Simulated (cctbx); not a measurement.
# NdV3 with cctbx, script by script

Library: cctbx 2025.11. The data are simulated by the first script.

## 1. Simulate the data

run.py:

```python
from cctbx import adptbx, crystal, miller, sgtbx, xray
from cctbx.array_family import flex
from iotbx.shelx import hklf
from scitbx import matrix
import scitbx.random

cs = crystal.symmetry(unit_cell=(4.131, 4.131, 4.131, 90, 90, 90), space_group_symbol='Hall: -P 4 2 3')  # Pm-3m
atoms = [  # label, site, U (iso, or U11 U22 U33 U12 U13 U23 in A^2), occupancy
    ("Nd1", (0, 0, 0), (0.0044, 0.0044, 0.0044, 0.0000, 0.0000, 0.0000), 1),
    ("V1", (0.5, 0.5, 0), (0.0045, 0.0045, 0.0045, 0.0000, 0.0000, -0.0000), 1),
]
xs = xray.structure(crystal_symmetry=cs)
for label, site, u, occ in atoms:
    u = adptbx.u_cif_as_u_star(cs.unit_cell(), u) if isinstance(u, tuple) else u
    xs.add_scatterer(xray.scatterer(label, site=site, u=u, occupancy=occ))
xs.set_inelastic_form_factors(0.6889, "sasaki")
xs.show_summary()
p1 = xs.expand_to_p1()
ms = miller.build_set(p1, anomalous_flag=True, d_min=0.6)
flex.set_random_seed(551117)
scitbx.random.set_random_seed(551117)
ms = ms.select(flex.random_double(ms.size()) < 0.7)
i = ms.structure_factors_from_scatterers(p1, algorithm="direct").f_calc().as_intensity_array().data()
i = i * 40000 / flex.max(i)
sig = flex.sqrt(i + flex.pow2(0.02 * i) + 8 ** 2)
noise = scitbx.random.variate(scitbx.random.normal_distribution())(i.size())
data = ms.array(data=i + sig * noise, sigmas=sig).set_observation_type_xray_intensity()
with open("data.hkl", "w") as f:
    data.export_as_shelx_hklf(f)
print("reflections written:", data.size(), " <I/sigma> = %.1f" % flex.mean(data.data() / data.sigmas()))
for h, a, b in list(data.sort("data"))[:12]:
    print("%4d%4d%4d %9.1f %7.1f" % (h + (a, b)))
```

```console
$ python run.py
```

```text
Number of scatterers: 2
At special positions: 2
Unit cell: (4.131, 4.131, 4.131, 90, 90, 90)
Space group: P m -3 m (No. 221)
reflections written: 952  <I/sigma> = 31.7
   1  -1   1   41089.4   824.7
   1  -1  -1   40467.4   824.7
  -1   1   1   40464.0   824.7
  -1   1  -1   39857.3   824.7
  -1  -1   1   39689.4   824.7
   1   1   1   39020.7   824.7
   1   1  -1   38436.1   824.7
   0   0  -2   35855.0   737.1
  -2   0   0   35685.1   737.1
   2   0   0   35390.0   737.1
   0   2   0   34996.1   737.1
   0  -2   0   34755.3   737.1
```

Run time: 0.36 s on 1 thread of Arm Neoverse N1, on a shared host, peak memory 0.07 GiB.

## 2. Symmetry

run.py:

```python
from cctbx import crystal, sgtbx, statistics
from cctbx.array_family import flex
from iotbx.shelx import hklf

p1 = crystal.symmetry(unit_cell=(4.131, 4.131, 4.131, 90, 90, 90), space_group_symbol="P 1")
raw = hklf.reader(file_name="data.hkl").as_miller_arrays(crystal_symmetry=p1, anomalous=True)[0]
print(raw.size(), "reflections to d = %.3f A" % raw.d_min())
isig = raw.data() / raw.sigmas()
print("centring   violations  <I/sigma> of those")
best = "P"
for c in "ABCIRF":
    a = raw.customized_copy(space_group_info=sgtbx.space_group_info("Hall: %s 1" % c)).sys_absent_flags().data()
    m = flex.mean(isig.select(a))
    print("%5s %10d of %5d %8.1f" % (c, (isig.select(a) > 4).count(True), a.count(True), m))
    if (isig.select(a) > 4).count(True) < 0.01 * a.count(True):
        best = c
raw = raw.select(~raw.customized_copy(space_group_info=sgtbx.space_group_info("Hall: %s 1" % best)).sys_absent_flags().data())
isig = raw.data() / raw.sigmas()
rows = []
for s in sgtbx.space_group_symbol_iterator():
    g = sgtbx.space_group(s)
    if g.conventional_centring_type_symbol() != best or not g.is_compatible_unit_cell(p1.unit_cell(), 1e-3, 0.02):
        continue
    rows.append((s, g))
print("Laue class    unique    Rint  (classes that these axes allow; Friedel mates merged)")
rint = {}
for s, g in rows:
    laue = g.build_derived_patterson_group()
    key = laue.type().hall_symbol()
    if key not in rint:
        m = raw.customized_copy(space_group_info=laue.info(), anomalous_flag=False).merge_equivalents()
        rint[key] = m.r_int()
        print("%-14s %6d %7.3f" % (laue.type().lookup_symbol(), m.array().size(), m.r_int()))
floor = min(rint.values())
good = [(s, g) for s, g in rows if rint[g.build_derived_patterson_group().type().hall_symbol()] < 2 * floor + 0.03]
top = max(g.build_derived_patterson_group().order_z() for s, g in good)
print("space group    extra absences  I>4sigma  <I/sigma>")
for s, g in good:
    laue = g.build_derived_patterson_group()
    if laue.order_z() != top:
        continue
    a = raw.customized_copy(space_group_info=g.info()).sys_absent_flags().data()
    a &= ~raw.customized_copy(space_group_info=laue.info()).sys_absent_flags().data()
    bad = (isig.select(a) > 4).count(True)
    if bad <= 0.03 * a.count(True):
        print("%-16s %8d %10d %9s  %s" % (s.universal_hermann_mauguin(), a.count(True), bad, "%.1f" % flex.mean(isig.select(a)) if a.count(True) else "-", "centric" if g.is_centric() else "acentric"))
laue = max(good, key=lambda t: t[1].build_derived_patterson_group().order_z())[1].build_derived_patterson_group()
f = raw.customized_copy(space_group_info=laue.info(), anomalous_flag=False).merge_equivalents().array().eliminate_sys_absent().f_sq_as_f()
f.set_observation_type_xray_amplitude()
bins = max(3, min(8, f.size() // 12))
f.setup_binner(n_bins=bins)
w = statistics.wilson_plot(f, {e: n / laue.order_z() for e, n in {'Nd': 1.0, 'V': 3.0}.items()}, e_statistics=True)
print("Wilson B = %.2f A^2   <|E^2-1|> = %.3f (0.968 centric, 0.736 acentric)   E^2>4: %.1f %%" % (w.wilson_b, w.mean_e_sq_minus_1, w.percent_e_sq_gt_2))
print("shell (A)         n   <I/sigma>")
m = raw.customized_copy(space_group_info=laue.info(), anomalous_flag=False).merge_equivalents().array().eliminate_sys_absent()
for b in m.setup_binner(n_bins=bins).range_used():
    sel = m.binner().selection(b)
    print("%5.2f - %4.2f %6d %8.1f" % (min(m.binner().bin_d_range(b)[0] if m.binner().bin_d_range(b)[0] > 0 else 99, 99), m.binner().bin_d_range(b)[1], sel.count(True), flex.mean((m.data() / m.sigmas()).select(sel))))
```

```console
$ python run.py
```

```text
952 reflections to d = 0.609 A
centring   violations  <I/sigma> of those
    A        481 of   481     27.7
    B        481 of   481     27.8
    C        482 of   482     27.7
    I        477 of   477     31.6
    R        642 of   642     31.6
    F        722 of   722     27.7
Laue class    unique    Rint  (classes that these axes allow; Friedel mates merged)
P -1              619   0.015
P 1 2/m 1         367   0.016
P 1 1 2/m         367   0.017
P 2/m 1 1         368   0.017
P m m m           224   0.018
P 4/m             190   0.019
P 4/m m m         127   0.019
R -3 :R           227   0.018
R -3 m :R         140   0.019
P m -3             78   0.020
P m -3 m           54   0.020
space group    extra absences  I>4sigma  <I/sigma>
P 4 3 2                 0          0         -  acentric
P -4 3 m                0          0         -  acentric
P m -3 m                0          0         -  centric
Wilson B = 0.49 A^2   <|E^2-1|> = 0.706 (0.968 centric, 0.736 acentric)   E^2>4: 0.0 %
shell (A)         n   <I/sigma>
 4.13 - 0.96     19    115.1
 0.96 - 0.77     13    138.6
 0.77 - 0.67     10    122.6
 0.67 - 0.61     12    126.1
```

Time: 0.57 s.

## 3. Charge flipping

run.py:

```python
import itertools
from cctbx import crystal, maptbx
from cctbx.array_family import flex
from iotbx.shelx import hklf
from smtbx.ab_initio import charge_flipping as cf

cs = crystal.symmetry(unit_cell=(4.131, 4.131, 4.131, 90, 90, 90), space_group_symbol='Hall: -P 4 2 3')  # Pm-3m
raw = hklf.reader(file_name="data.hkl").as_miller_arrays(crystal_symmetry=cs, anomalous=True)[0]
merged = raw.eliminate_sys_absent().merge_equivalents()
fo2 = merged.array().set_observation_type_xray_intensity()
f = fo2.average_bijvoet_mates().f_sq_as_f().resolution_filter(d_min=0.8)
p1 = f.expand_to_p1()
p1.setup_binner_counting_sorted(reflections_per_bin=max(40, p1.size() // 12))
work = p1.array(data=p1.data() / p1.amplitude_quasi_normalisations().data())
flex.set_random_seed(43337)
it = cf.weak_reflection_improved_iterator(delta=None, weak_reflection_fraction=0.3)
it.start(work, phases=flex.random_double(p1.size()) * 6.2832, f_000=0)
it.delta = 1 * it.rho_map.sigma()
print("cycle      R  skewness")
for n, st in enumerate(itertools.islice(it, 200)):
    if n % 16 == 0:
        print("%5d %6.3f %8.2f" % (n, st.r1_factor(), st.rho_map.skewness()))
rho = p1.phase_transfer(it.f_calc).fft_map().apply_volume_scaling()
polish = cf.low_density_elimination_iterator(constant_rho_c=rho.sigma())
polish.start(f_obs=p1, phases=it.f_calc, f_000=0)
for _ in range(8):
    next(polish)
print("origin shift          correlation  skewness")
maps = []
for fc, shift, cc in itertools.islice(cf.f_calc_symmetrisations(f, polish.f_calc, 0), 4):
    m = f.phase_transfer(fc).fft_map(symmetry_flags=maptbx.use_space_group_symmetry, resolution_factor=0.25).apply_sigma_scaling()
    maps.append((m.skewness(), cc, m))
    print("%6.3f %6.3f %6.3f %10.3f %9.2f" % (tuple(shift) + (cc, m.skewness())))
skew, cc, m = max((t for t in maps if t[1] > maps[0][1] - 0.04), key=lambda t: t[0])
print("taken: symmetry correlation %.3f, skewness %.2f" % (cc, skew))
peaks = m.peak_search(parameters=maptbx.peak_search_parameters(min_distance_sym_equiv=0.9, max_clusters=7)).all()
sps = cs.special_position_settings(min_distance_sym_equiv=0.5)
print("peak      x       y       z  mult  height/sigma")
for k, (x, h) in enumerate(zip(peaks.sites(), peaks.heights())):
    ss = sps.site_symmetry(x)
    print("Q%-3d %7.4f %7.4f %7.4f %4d %8.1f" % ((k + 1,) + tuple(t % 1 for t in ss.exact_site()) + (ss.multiplicity(), h)))
```

```console
$ python run.py
```

```text
cycle      R  skewness
    0  0.437     0.31
   16  0.334     3.52
   32  0.320     3.95
   48  0.321     3.71
   64  0.299     3.77
   80  0.302     3.84
   96  0.313     3.77
  112  0.296     3.95
  128  0.315     3.84
  144  0.310     3.61
  160  0.290     3.61
  176  0.299     3.68
  192  0.288     3.70
origin shift          correlation  skewness
-0.014  0.301  0.949      0.982      5.95
-0.014  0.301  0.451      0.983      4.79
-0.011  0.801  0.947      0.981      7.10
-0.013  0.801  0.450      0.983      4.62
taken: symmetry correlation 0.981, skewness 7.10
peak      x       y       z  mult  height/sigma
Q1    0.5000  0.5000  0.5000    1     19.2
Q2    0.0000  0.0000  0.5000    3      6.5
Q3    0.0000  0.5000  0.5000    3      1.5
Q4    0.3387  0.3387  0.3387    8      1.1
Q5    0.0000  0.0000  0.0000    1      0.7
Q6    0.1329  0.3036  0.5000   24      0.2
```

Time: 1.4 s.

## 4. Refinement (model from the peaks)

run.py:

```python
import math
from cctbx import adptbx, crystal, maptbx, sgtbx, xray
from cctbx.array_family import flex
from cctbx.xray import observations
from iotbx.shelx import hklf
from scitbx.lstbx import normal_eqns_solving
from smtbx import absolute_structure, utils
from smtbx.refinement import constraints, least_squares

cs = crystal.symmetry(unit_cell=(4.131, 4.131, 4.131, 90, 90, 90), space_group_symbol='Hall: -P 4 2 3')  # Pm-3m
atoms = [  # label, site, U (iso, or U11 U22 U33 U12 U13 U23 in A^2), occupancy
    ("Nd1", (0.5, 0.5, 0.5), 0.0200, 1),
    ("V1", (0, 0, 0.5), 0.0200, 1),
]
xs = xray.structure(crystal_symmetry=cs)
for label, site, u, occ in atoms:
    u = adptbx.u_cif_as_u_star(cs.unit_cell(), u) if isinstance(u, tuple) else u
    xs.add_scatterer(xray.scatterer(label, site=site, u=u, occupancy=occ))
xs.set_inelastic_form_factors(0.6889, "sasaki")
raw = hklf.reader(file_name="data.hkl").as_miller_arrays(crystal_symmetry=cs, anomalous=True)[0]
merged = raw.eliminate_sys_absent().merge_equivalents()
fo2 = merged.array().set_observation_type_xray_intensity()
print("Rint %.3f, %d unique reflections to %.2f A" % (merged.r_int(), fo2.size(), fo2.d_min()))
for sc in xs.scatterers():
    sc.flags.set_grad_site(True)
    sc.flags.set_grad_u_aniso(sc.flags.use_u_aniso())
    sc.flags.set_grad_u_iso(sc.flags.use_u_iso())
obs = fo2.as_xray_observations()
extra = {}
rep = constraints.reparametrisation(xs, [], utils.connectivity_table(xs), **extra)
ls = least_squares.crystallographic_ls(obs, rep, weighting_scheme=least_squares.mainstream_shelx_weighting(a=0, b=0))
print("cycle     R1     wR2    GooF  max shift (A)")
for cycle in range(6):
    ls.build_up()
    r1, wr2, goof = ls.r1_factor(cutoff_factor=2)[0], ls.wR2(), ls.goof()
    old = xs.sites_cart()
    normal_eqns_solving.levenberg_marquardt_iterations(ls, n_max_iterations=3, tau=0.0001, step_threshold=1e-7)
    big = flex.max((xs.sites_cart() - old).norms())
    print("%4d %7.4f %7.4f %7.3f %9.5f" % (cycle + 1, r1, wr2, goof, big))
    ls.build_up(objective_only=True)
    if abs(ls.wR2() - wr2) < 5e-5 and big < 5e-4:
        break
ls.build_up()
print("final R1 %.4f wR2 %.4f GooF %.3f  parameters %d  data/parameter %.1f" % (ls.r1_factor(cutoff_factor=2)[0], ls.wR2(), ls.goof(), ls.n_parameters, fo2.size() / ls.n_parameters))
cov = ls.covariance_matrix_and_annotations()
su = dict(zip(cov.annotations, (math.sqrt(max(v, 0)) for v in cov.matrix.matrix_packed_u_diagonal())))
a2 = cs.unit_cell().reciprocal_parameters()[0] ** -2
print("atom        x        y        z      Ueq    occ   su(xyz)  su(Uiso or U11)")
for sc in xs.scatterers():
    s = max(su.get(sc.label + k, 0) for k in (".x", ".y", ".z"))
    npd = "" if sc.is_positive_definite_u(cs.unit_cell()) else "  NPD"
    print("%-5s %8.5f %8.5f %8.5f %8.4f %6.3f %8.5f %7.4f%s" % ((sc.label,) + sc.site + (sc.u_iso_or_equiv(cs.unit_cell()), sc.occupancy, s, su.get(sc.label + ".uiso", su.get(sc.label + ".u11", 0) * a2), npd)))
fo = fo2.f_sq_as_f()
fc = fo.structure_factors_from_scatterers(xs, algorithm="direct").f_calc()
diff = fo.f_obs_minus_f_calc(1 / math.sqrt(ls.scale_factor()), fc).average_bijvoet_mates()
m = diff.fft_map(symmetry_flags=maptbx.use_space_group_symmetry, resolution_factor=0.25).apply_volume_scaling()
print("difference map: max %.2f min %.2f rms %.2f" % (m.statistics().max(), m.statistics().min(), m.statistics().sigma()))
peaks = m.peak_search(parameters=maptbx.peak_search_parameters(min_distance_sym_equiv=0.6, max_clusters=5)).all()
near = xs.closest_distances(peaks.sites(), distance_cutoff=4)
sps = cs.special_position_settings(min_distance_sym_equiv=0.5)
for k, (x, h) in enumerate(zip(peaks.sites(), peaks.heights())):
    ss = sps.site_symmetry(x)
    print("Q%-3d %7.4f %7.4f %7.4f %4d %7.2f  %.2f A from %s" % ((k + 1,) + tuple(t % 1 for t in ss.exact_site()) + (ss.multiplicity(), h, near.smallest_distances[k], xs.scatterers()[near.i_seqs[k]].label)))
```

```console
$ python run.py
```

```text
Rint 0.020, 54 unique reflections to 0.61 A
cycle     R1     wR2    GooF  max shift (A)
   1  0.1966  0.4172  55.518   0.00000
   2  0.0032  0.0073   0.966   0.00000
final R1 0.0032 wR2 0.0073 GooF 0.966  parameters 2  data/parameter 27.0
atom        x        y        z      Ueq    occ   su(xyz)  su(Uiso or U11)
Nd1    0.50000  0.50000  0.50000   0.0044  1.000  0.00000  0.0000
V1     0.00000  0.00000  0.50000   0.0045  1.000  0.00000  0.0000
difference map: max 0.28 min -0.17 rms 0.06
Q1    0.2540  0.2540  0.2540    8    0.28  1.76 A from Nd1
Q2    0.2411  0.2411  0.5000   12    0.14  1.41 A from V1
Q3    0.0856  0.0856  0.2061   24    0.13  1.31 A from V1
Q4    0.0000  0.2496  0.2496   12    0.10  1.46 A from V1
Q5    0.1169  0.5000  0.5000    6    0.10  1.58 A from Nd1
```

Time: 0.48 s.

## 5. Refinement (anisotropic displacement)

run.py, as its changes from the last script of this kind:

```diff
@@ -12,2 +12,2 @@
-    ("Nd1", (0.5, 0.5, 0.5), 0.0200, 1),
-    ("V1", (0, 0, 0.5), 0.0200, 1),
+    ("Nd1", (0.5, 0.5, 0.5), 0.0044, 1),
+    ("V1", (0, 0, 0.5), 0.0045, 1),
@@ -19,0 +20 @@
+xs.convert_to_anisotropic()
@@ -33 +34 @@
-for cycle in range(6):
+for cycle in range(8):
@@ -37 +38 @@
-    normal_eqns_solving.levenberg_marquardt_iterations(ls, n_max_iterations=3, tau=0.0001, step_threshold=1e-7)
+    normal_eqns_solving.levenberg_marquardt_iterations(ls, n_max_iterations=3, tau=1e-06, step_threshold=1e-7)
@@ -58 +59 @@
-peaks = m.peak_search(parameters=maptbx.peak_search_parameters(min_distance_sym_equiv=0.6, max_clusters=5)).all()
+peaks = m.peak_search(parameters=maptbx.peak_search_parameters(min_distance_sym_equiv=0.6, max_clusters=6)).all()
```

```console
$ python run.py
```

```text
Rint 0.020, 54 unique reflections to 0.61 A
cycle     R1     wR2    GooF  max shift (A)
   1  0.0033  0.0074   0.994   0.00000
   2  0.0032  0.0072   0.973   0.00000
final R1 0.0032 wR2 0.0072 GooF 0.973  parameters 3  data/parameter 18.0
atom        x        y        z      Ueq    occ   su(xyz)  su(Uiso or U11)
Nd1    0.50000  0.50000  0.50000   0.0044  1.000  0.00000  0.0000
V1     0.00000  0.00000  0.50000   0.0045  1.000  0.00000  0.0001
difference map: max 0.28 min -0.17 rms 0.06
Q1    0.2542  0.2542  0.2542    8    0.28  1.76 A from Nd1
Q2    0.2410  0.2410  0.5000   12    0.15  1.41 A from V1
Q3    0.0846  0.0846  0.2070   24    0.13  1.31 A from V1
Q4    0.1160  0.5000  0.5000    6    0.10  1.59 A from Nd1
Q5    0.0000  0.2494  0.2494   12    0.10  1.46 A from V1
Q6    0.0878  0.0878  0.5000   12    0.09  0.51 A from V1
```

It took 0.5 s on 1 thread of Arm Neoverse N1, on a shared host, peak memory 0.09 GiB.

[Logs are printed without paths, hosts, clocks, repeated set-up lines and the standing remarks that a program may print on its own settings, such as how far it seeks lower states.]
